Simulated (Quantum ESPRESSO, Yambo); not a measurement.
# Quasiparticle gap of PtS2 (1T monolayer) in Yambo, part 2 of 2

Aim: the G0W0 gap of PtS2 (1T monolayer) on PBE, step by step.

Quantum ESPRESSO 7.5 and Yambo 5.3.0; PBE and many-body steps on it, plane waves. Known limits of the many-body steps: not at the basis limit; no spin polarisation; d states lean on the start; no spin-orbit coupling.

So far. Step 3 (Bands along the symmetry lines): The gap is 1.767 eV, as in the run before at this level. Step 4 (Empty states on the mesh, 6×6×1 mesh, 92 bands): On this mesh the gap is 2.039 eV. The earlier step found 1.767 eV, so this mesh misses an edge.

## 5. Conversion and set-up

This step: Yambo 5.3.0; conversion and set-up on PBE, plane waves, norm-conserving pseudopotentials.

The states are converted to the many-body program's format and the q mesh is built.

The run is started by

```bash
$ (cd o/x.save; p2y > p2y.log; mv SAVE ../..); yambo > setup.log
```

Log:

```text
 Yambo, version 5.3.0

 [02] CORE Variables Setup
 =========================

  [02.01] Unit cells
  ==================

  Cell kind             :  HCP
  Atoms in the cell     :  Pt  S
  number of Pt atoms    :  1
  number of S  atoms    :  2

  List of atomic masses
  Mass of Pt    :  195.0800
  Mass of S     :  32.06000

  List of atomic coordinates    : [cc]
  Pt1       :   0.00000   0.00000  14.17295  order 1
  S1       : -0.33765E-09   3.8988       16.493      order 2
  S2       :   3.37650   1.94942  11.85264  order 3

  Alat factors          :   6.75299   5.84826  28.34589 [a.u.]
  Direct lattice volume :   1119.47    [a.u.]
  Direct lattice vectors:  A[ 1 ]  A[ 2 ]  A[ 3 ]
   A[ 1 ]:  1.000000  0.000000  0.000000  [iru]
   6.752994  0.000000  0.000000  [cc]
   A[ 2 ]: -0.500000  1.000000  0.000000  [iru]
  -3.376497  5.848264  0.000000  [cc]
   A[ 3 ]:  0.000000  0.000000  1.000000  [iru]
    0.00000   0.00000  28.34589  [cc]

  Recip. lattice volume :  0.221578 [a.u.]
  Recip. lattice vectors:  B[ 1 ]  B[ 2 ]  B[ 3 ]
   B[ 1 ]:  1.000000  0.500000  0.000000  [iku]
   0.930430  0.537184 -0.000000  [cc]
   B[ 2 ]:  0.000000  1.000000  0.000000  [iku]
   0.000000  1.074368  0.000000  [cc]
   B[ 3 ]:  0.000000  0.000000  1.000000  [iku]
   0.000000 -0.000000  0.221661  [cc]

  [02.02] Symmetries
  ==================

  Inversion symmetry    : yes
  Spatial inversion     : yes
  Inversion index       :   7
  K-space Time-reversal : no
  Magnetic symmetries   : no
  Group table correct   : yes
  Symmetries units      :  [cc]

   [S  1]:   1.0000       0.0000       0.0000      0.46599E-16   1.0000       0.0000       0.0000       0.0000       1.0000
   [S  2]:   1.0000       0.0000       0.0000     -0.10527E-15  -1.0000       0.0000       0.0000       0.0000      -1.0000
   [S  3]: -0.500000  0.866025  0.000000 -0.866025 -0.500000  0.000000  0.000000  0.000000  1.000000
[...]
[S 11]:  0.500000  0.866025  0.000000  0.866025 -0.500000  0.000000  0.000000  0.000000  1.000000
   [S 12]:  0.500000 -0.866025  0.000000 -0.866025 -0.500000  0.000000  0.000000  0.000000  1.000000

  [02.03] Reciprocal space
  ========================

  nG shells         :   4653
  nG charge         :  100255
  nG WFs            :  15311
  nC WFs            :  12619
  G-vecs. in first 80 shells:  [ Number ]
     1    3    5    7    9   15   27   29   41
    53   55   67   79   81   93   95  101  113
   125  137  149  151  163  175  181  193  205
[...]
787   811   823   835   837   849   861   885
  ...
  Shell energy in first 80 shells:  [ mHa ]
[...]
4703.99      4728.93      4765.22      4815.10      4924.34      5194.20      5218.76      5243.71      5269.03
    5281.12      5292.46      5392.24      5415.30      5527.54      5587.27      5612.21      5808.37      5846.16
[...]
K/Q-points units:
  rlu = crystal or reduced units; cc = cartesian coordinates; iku = interal k-units

  K [1]          [rlu]:  0.000000  0.000000  0.000000
         WF components:  12619
  K [2]          [rlu]:  0.000000  0.166667  0.000000
         WF components:  12560
  K [3]          [rlu]:  0.000000  0.333333  0.000000
         WF components:  12540
  K [4]          [rlu]:  0.000000 -0.500000  0.000000
         WF components:  12518
  K [5]          [rlu]:  0.166667  0.166667  0.000000
         WF components:  12521
  K [6]          [rlu]:  0.166667  0.333333  0.000000
         WF components:  12506
  K [7]          [rlu]:  0.333333  0.333333  0.000000
         WF components:  12492

  [02.05] Energies & Occupations
  ==============================

  [X] === General ===
  [X] Electronic Temperature                        :  0.000000  0.000000 [eV K]
  [X] Bosonic    Temperature                        :  0.000000  0.000000 [eV K]
  [X] Finite Temperature mode                       : no
  [X] El. density                                   :  0.18084E+24 [cm-3]
  [X] Fermi Level                                   : -0.891555 [eV]

  [X] === Gaps and Widths ===
  [X] Conduction Band Min                           :  2.039191 [eV]
  [X] Valence Band Max                              :  0.000000 [eV]
  [X] Filled Bands                                  :  15
  [X] Empty Bands                                   :   16   92
  [X] Direct Gap                                    :  2.064824 [eV]
  [X] Direct Gap localized at k                     :  2
  [X] Indirect Gap                                  :  2.039191 [eV]
  [X] Indirect Gap between kpts                     :   5   2
  [X] Last valence band width                       :  1.366429 [eV]
  [X] 1st conduction band width                     :  1.156562 [eV]

  E @ K [1]:  [eV]
  -98.63536 -52.78141 -52.78141 -52.67635 -13.98565 -11.76251  -5.52509  -5.52509
[...]
occ @ K [1]
[...]
E @ K [2]:  [eV]
[...]
occ @ K [2]
[...]
E @ K [3]:  [eV]
[...]
occ @ K [3]
[...]
E @ K [4]:  [eV]
[...]
occ @ K [4]
[...]
E @ K [5]:  [eV]
[...]
occ @ K [5]
[...]
E @ K [6]:  [eV]
[...]
occ @ K [6]
[...]
E @ K [7]:  [eV]
[...]
occ @ K [7]
[...]
0.000000  0.000000  0.000000  0.000000  0.000000  0.000000  0.000000  0.000000
   0.000000  0.000000  0.000000  0.000000  0.000000  0.000000  0.000000  0.000000

 [03] Transferred momenta grid and indexing
 ==========================================

 IBZ Q-points                                      :   7
 BZ  Q-points                                      :   36

 K/Q-points units:
 rlu = crystal or reduced units; cc = cartesian coordinates; iku = interal k-units

 Q [1]          [rlu]:  0.000000  0.000000  0.000000
 Q [2]          [rlu]:  0.89679E-17  0.16667       0.0000
 Q [3]          [rlu]:  0.17936E-16  0.33333       0.0000
 Q [4]          [rlu]: -0.26904E-16 -0.50000       0.0000
 Q [5]          [rlu]:  0.166667  0.166667  0.000000
 Q [6]          [rlu]:  0.166667  0.333333  0.000000
 Q [7]          [rlu]:  0.333333  0.333333  0.000000

  [03.01] X indexes
  =================

   [03.01.01] Sigma indexes
   ========================

 [06] Game Over & Game summary
```

Wall time 2.5 s (1 MPI rank of Arm Neoverse V2, shared host); peak memory 0.25 GiB.

## 6. Screening and self-energy, 6×6×1 mesh, 92 bands, screening to 108.8 eV

G0W0 replaces the xc potential by the self-energy, built once from these orbitals. Only a window of levels is corrected, while the sums run over the empty bands that the input names.

This step: G0W0 on PBE, plane waves, norm-conserving pseudopotentials.

The input, gw1.in:

```
HF_and_locXC
gw0
dyson
ppa
em1d
rim_cut
rim_w
RandQpts= 3000000
RandGvec= 100 RL
CUTGeo= "slab z"
RandGvecW= 9 RL
EXXRLvcs= 76 Ry
VXCRLvcs= 304 Ry
Chimod= "HARTREE"
% BndsRnXp
 1 | 92 |
%
NGsBlkXp= 8 Ry
% LongDrXp
 1 | 1 | 0 |
%
% GbndRnge
 1 | 92 |
%
DysSolver= "n"
ExtendOut
PPAPntXp= 27.21138 eV
% QPkrange
 5 | 5 | 14 | 17 |
 2 | 2 | 14 | 17 |
 1 | 1 | 14 | 17 |
%
```

The run is started by

```bash
$ OMP_NUM_THREADS=2 mpirun -n 2 yambo -F gw1.in -J gw1 -C gw1 > gw1.log
```

Log:

```text
 Yambo, version 5.3.0

 [02] CORE Variables Setup
 =========================

  [... cell, symmetries and grids as in the set-up ...]

  [02.05] Energies & Occupations
  ==============================

  [X] === General ===
  [X] Electronic Temperature                        :  0.000000  0.000000 [eV K]
  [X] Bosonic    Temperature                        :  0.000000  0.000000 [eV K]
  [X] Finite Temperature mode                       : no
  [X] El. density                                   :  0.18084E+24 [cm-3]
  [X] Fermi Level                                   : -0.891555 [eV]

  [X] === Gaps and Widths ===
  [X] Conduction Band Min                           :  2.039191 [eV]
  [X] Valence Band Max                              :  0.000000 [eV]
  [X] Filled Bands                                  :  15
  [X] Empty Bands                                   :   16   92
  [X] Direct Gap                                    :  2.064824 [eV]
  [X] Direct Gap localized at k                     :  2
  [X] Indirect Gap                                  :  2.039191 [eV]
  [X] Indirect Gap between kpts                     :   5   2
  [X] Last valence band width                       :  1.366429 [eV]
  [X] 1st conduction band width                     :  1.156562 [eV]

 [03] Transferred momenta grid and indexing
 ==========================================

 IBZ Q-points                                      :   7
 BZ  Q-points                                      :   36

 K/Q-points units:
 rlu = crystal or reduced units; cc = cartesian coordinates; iku = interal k-units

 Q [1]          [rlu]:  0.000000  0.000000  0.000000
 Q [2]          [rlu]:  0.89679E-17  0.16667       0.0000
 Q [3]          [rlu]:  0.17936E-16  0.33333       0.0000
 Q [4]          [rlu]: -0.26904E-16 -0.50000       0.0000
 Q [5]          [rlu]:  0.166667  0.166667  0.000000
 Q [6]          [rlu]:  0.166667  0.333333  0.000000
 Q [7]          [rlu]:  0.333333  0.333333  0.000000

 [04] Coloumb potential Random Integration (RIM)
 ===============================================

 Performing RIM of v_slab

  [04.01] RIM initialization
  ==========================

  * Diagonal components only detected *

  8 x (sBL volume)        :  0.049240 [a.u.]
  sBZ random points       :  3000000
  Points outside the sBZ  :  24001124
  RL volume               :  0.221578 [a.u.]
  Integrated volume       :  0.221567 [a.u.]

  [04.02] RIM integrals
  =====================

  Gamma point sphere radius             :  0.042044 [a.u.]
  Points outside the sphere             :  2398760
  [Int_sBZ(q=0) 1/q^2]*(Vol_sBZ)^(-1/3) =:  7.537040
                                 should be <:  7.795600

  Summary of Coulomb integrals for non-metallic bands |Q|[au] RIM/Bare

  Q [1] 0.100000E-4 0.966833 * Q [2] 0.179061 1.019960
  Q [5] 0.310143 1.030508 * Q [3] 0.358123 1.026927
  Q [6] 0.473752 1.018421 * Q [4] 0.537184 1.015215
  Q [7] 0.620286 1.011349
  Non-periodic chartesian directions : none
  Optical renormalization            :  28.34589 [au]
  Polarizability dimension           : length

 [05] Coloumb potential CutOffslab
 =================================

 Cut directionsZ
 Slab Cutoff:Z
 Symmetry test passed : yes

 [06] Dipoles
 ============

  [06.01] Setup: observables and procedures
  =========================================

  [WARNING] [x,Vnl] slows the Dipoles computation. To neglect it rename the ns.kb_pp file

 [07] Dynamic Dielectric Matrix (PPA)
 ====================================

 [WR./gw1//ndb.pp]---------------------------------------------------------------
  Brillouin Zone Q/K grids (IBZ/BZ)                :    7   36    7   36
  RL vectors                                       :  15319 [WF]
  Coulomb cutoff potential                         : slab z
  Electronic Temperature                           :  0.000000 [K]
  Bosonic    Temperature                           :  0.000000 [K]
  PPA    diel. fun.  energies                      : Perdew, Burke & Ernzerhof(X)+Perdew, Burke & Ernzerhof(C)
  wavefunctions                                    : Perdew, Burke & Ernzerhof(X)+Perdew, Burke & Ernzerhof(C)
  Global Gauge                                     : length
  X matrix size                                    :   391
  X band range                                     :    1   92
  X e/h energy range                               : -1.000000 -1.000000 [eV]
  X Time ordering                                  : R
  X Hxc Kernel                                     : HARTREE
  X Drude frequency                                :  0.000000  0.000000
  X poles                                          :  100.0000 [o/o]
  RL vectors in the sum                            :  15319
  [r,Vnl] included                                 : yes
  Field direction                                  :  0.707107E-5  0.707107E-5   0.00000
  BZ energy Double Grid                            : no
  BZ energy DbGd points                            : 0
  BZ Q point size factor                           : -1.000000
  X Optical Averaged directions                    : none

 [08] Local Exchange-Correlation + Non-Local Fock
 ================================================

 [VXC] Plane waves :  100255
 [EXS] Plane waves :  12631

 QP @ state[ 1 ] K range:  1  2
 QP @ state[ 1 ] b range:  14  17
 QP @ state[ 2 ] K range:   5   5
 QP @ state[ 2 ] b range:  14  17

 [xc] Functional : Perdew, Burke & Ernzerhof(X)+Perdew, Burke & Ernzerhof(C)
 [xc] LIBXC used to calculate xc functional
  PP Number of Atomic Species                      :  2
  NLCC RL compoments                               :  100255
  PP Number of Atomic Species                      :  2
  NLCC RL compoments                               :  100255

 [xc] E_xc :  -16.11412 [Ha]
      E_xc :  -32.22824 [Ry]

  Local XC kind (lXC) : Perdew, Burke & Ernzerhof(X)+Perdew, Burke & Ernzerhof(C)
  Non-Local XC kind (nlXC) : Hartree-Fock

  Corrections @ K [1] :  [eV]
 <14|nlXC|14> = -15.91029  0.24984E-17 <14|lXC|14> = -13.81682  0.000000
 <15|nlXC|15> = -15.91028 -0.19901E-16 <15|lXC|15> = -13.81681  0.000000
 <16|nlXC|16> = -13.04571 -0.16324E-17 <16|lXC|16> = -16.89907 -0.47204E-16
 <17|nlXC|17> = -13.04571  0.10943E-17 <17|lXC|17> = -16.89907 -0.26552E-16

  Corrections @ K [2] :  [eV]
 <14|nlXC|14> = -17.52371  0.62757E-17 <14|lXC|14> = -15.09467 -0.28323E-15
 <15|nlXC|15> = -19.68486 -0.54496E-17 <15|lXC|15> = -16.66487  0.37763E-15
 <16|nlXC|16> = -12.69829 -0.22642E-17 <16|lXC|16> = -16.07136  0.18882E-15
 <17|nlXC|17> = -12.70911 -0.38293E-18 <17|lXC|17> = -16.55166  0.29503E-16

  Corrections @ K [5] :  [eV]
 <14|nlXC|14> = -20.78626  0.10416E-16 <14|lXC|14> = -17.35330 -0.18882E-15
 <15|nlXC|15> = -17.62202  0.29830E-17 <15|lXC|15> = -15.01165 -0.94408E-16
 <16|nlXC|16> = -12.08893 -0.40132E-17 <16|lXC|16> = -15.64452  0.37763E-15
 <17|nlXC|17> = -12.79464 -0.16193E-17 <17|lXC|17> = -16.45292 -0.14161E-15

 [09] Dyson equation: Newton solver
 ==================================

  [09.01] RIM-W interpolation
  ===========================

  [WARNING] RIM-W works only for 2D semiconductors with slab cutoff
  Found compatible q grid: 2D
  q_min[ 1 ]:  0.16667      0.24765E-11   0.0000     [rlu]
   0.166667  0.083333  0.000000 [iku]
  q_min[ 2 ]:  0.20260E-16  0.16667       0.0000     [rlu]
   0.20260E-16  0.16667       0.0000     [iku]
  G-vectors :   9
  G-vectors loaded:   63
  Number of interpolated frequencies:  2

  Evaluating coefficients q = 0
  Evaluating coefficients q = 0

  [09.02] RIM-W integrals
  =======================

  8 x (sBL volume)        :  0.049240 [a.u.]
  sBZ random points       :  3000000
  Points outside the sBZ  :  24001124
  RL volume               :  0.221578 [a.u.]
  Integrated volume       :  0.221567 [a.u.]

  [09.03] RIM integrals
  =====================

  Comparison between head Wc = W - v averages: < Wc > [au] RIM-W/RIM

   < -Wc [Q = 1] > 0.357997E-1 0.442978E-4 * < -Wc [Q = 2] > 0.005439 0.005249
   < -Wc [Q = 3] > 0.972767E-3 0.952820E-3 * < -Wc [Q = 4] > 0.324957E-3 0.321380E-3
   < -Wc [Q = 5] > 0.001427 0.001393 * < -Wc [Q = 6] > 0.458649E-3 0.452956E-3
   < -Wc [Q = 7] > 0.211681E-3 0.209391E-3

  Comparison between head Wc = W - v averages: < Wc > [au] RIM-W/RIM

   < -Wc [G = 1,G`=0] > 0.357997E-1 0.442978E-4 * < -Wc [G = 2,G`=0] >-0.002271 0.000000
   < -Wc [G = 3,G`=0] >-0.002271 0.000000 * < -Wc [G = 4,G`=0] > 0.488571E-4  0.00000
   < -Wc [G = 5,G`=0] > 0.488140E-4  0.00000 * < -Wc [G = 6,G`=0] > 0.117433E-3  0.00000
   < -Wc [G = 7,G`=0] > 0.117473E-3  0.00000 * < -Wc [G = 8,G`=0] >-0.309635E-4  0.00000
   < -Wc [G = 9,G`=0] >-0.309646E-4  0.00000

 [10] G0W0 (W PPA)
 =================

 [  GW  ] Bands range     :    1   92
 [GW/PPA] G damping       :  0.100000 [eV]

 QP @ state[ 1 ] K range:  1  2
 QP @ state[ 1 ] b range:  14  17
 QP @ state[ 2 ] K range:   5   5
 QP @ state[ 2 ] b range:  14  17

  Sc/G bands                                       :    1   92
  Sc/G damping                                     :  0.100000 ev
  Sc bands terminator                              : no
  Sx RL components                                 :  12631

  QP @ state[ 1 ] K range                          :  1  2
  QP @ state[ 1 ] b range                          :  14  17
  QP @ state[ 2 ] K range                          :   5   5
  QP @ state[ 2 ] b range                          :  14  17
  GF energies kind                                 : Perdew, Burke & Ernzerhof(X)+Perdew, Burke & Ernzerhof(C)
  GF WF`s kind                                     : Perdew, Burke & Ernzerhof(X)+Perdew, Burke & Ernzerhof(C)
  Xs energies kind                                 : Perdew, Burke & Ernzerhof(X)+Perdew, Burke & Ernzerhof(C)
  Xs WF`s kind                                     : Perdew, Burke & Ernzerhof(X)+Perdew, Burke & Ernzerhof(C)

 [14] Game Over & Game summary
```

It took 2.7 min on 2 MPI ranks; peak memory 1.3 GiB.

This step gave:

```
G0W0 gap on the points computed              : 3.275 eV
starting gap on the mesh                     : 2.039 eV
k of the valence top                         : 0, 0.1667, 0
k of the conduction bottom                   : 0, 0.1667, 0
least direct G0W0 gap on the computed points : 3.275 eV
Z at the valence top                         : 0.7469
Z at the conduction bottom                   : 0.7544
```

The gap on the mesh goes from 2.04 eV to 3.27 eV, a correction of +1.24 eV. The start differs from the 1.77 eV found before because the two sample other k points.

Limits: finite bands, cutoff and mesh; no spin polarisation; d states lean on the start; no spin-orbit coupling. v1 is the top filled band, c1 the lowest empty one. The levels before and after the correction (eV, zero at the valence-band top of each column):

|  | conduction bottom | valence top |
| --- | --- | --- |
| Kohn-Sham | 2.04 | 0.00 |
| G0W0 | 3.27 | 0.00 |

|  | level | energy (eV) |
| --- | --- | --- |
| Kohn-Sham | (0 0.167 0) v2 | -0.225 |
| Kohn-Sham | (0 0.167 0) v1 | -0.026 |
| Kohn-Sham | (0 0.167 0) c1 | 2.039 |
| Kohn-Sham | (0 0.167 0) c2 | 2.864 |
| G0W0 | (0 0.167 0) v2 | -0.312 |
| G0W0 | (0 0.167 0) v1 | 0.000 |
| G0W0 | (0 0.167 0) c1 | 3.275 |
| G0W0 | (0 0.167 0) c2 | 4.179 |

## 7. Where the time went

Times are wall times on the hardware named with each run, good to a factor of about two.

| step | time | share | memory (GiB) |
| --- | --- | --- | --- |
| ground state | 21 s | 9 % | 0.55 |
| bands along the symmetry lines | 11 s | 5 % | 0.41 |
| empty states on the mesh | 21 s | 9 % | 0.71 |
| conversion and set-up | 2.5 s | 1 % | 0.25 |
| screening and self-energy | 2.7 min | 75 % | 1.3 |

## 8. Results

- PBE gap: 1.77 eV, indirect
- G0W0 gap on the mesh: 3.27 eV
- G0W0 gap over the zone (rigid shift): 3.00 eV
- GW settings: 6×6×1 mesh, 92 bands, screening to 108.8 eV, Godby-Needs plasmon pole
- known limits: not at the basis limit; no spin polarisation; d states lean on the start; no spin-orbit coupling

G0W0 moves the gap on the mesh from 2.04 eV to 3.27 eV (+1.24 eV), with Z of 0.75 and 0.75 at the edges. The mesh misses the band edges by 0.27 eV in all; a rigid shift gives 3.00 eV for the zone. Only 3 of the mesh's irreducible points were corrected, so a valley elsewhere could overtake. The dearest step here is «screening and self-energy». Bands and cutoff are finite, so the gap is not at the basis limit. The miss can reach some tenths of an eV and take either sign; the mesh is an error of its own. In the G0W0 run levels were corrected at 3 k points alone, so a gap called «on the mesh» is the least over those, and an edge elsewhere would be missed. A denser mesh or path gives a starting gap of 1.77 eV: the GW mesh misses a band edge, so its gaps are not the fundamental one. The runs have no spin polarisation. For a closed low-spin shell that is the natural state; where a d or f shell is open it is a constraint, and the gap is then not the crystal's own. With d states at the gap, one-shot GW leans hard on its start. The many-body steps are scalar-relativistic: spin-orbit coupling is not in them.

[Paths, hosts, dates, memory and timing lines, banners, echoed tables and standing remarks are left out of the program output.]

[Logs are printed without paths, hosts, clocks, repeated set-up lines and the standing remarks that a program may print on its own settings, such as how far it seeks lower states.]

[Runs of the session that timed out or met a known fault of the program may be left out.]

[Hosts, paths, dates, database ids (printed as entryN), source tags and the programs' standing remarks are cut or masked in the printed files.]
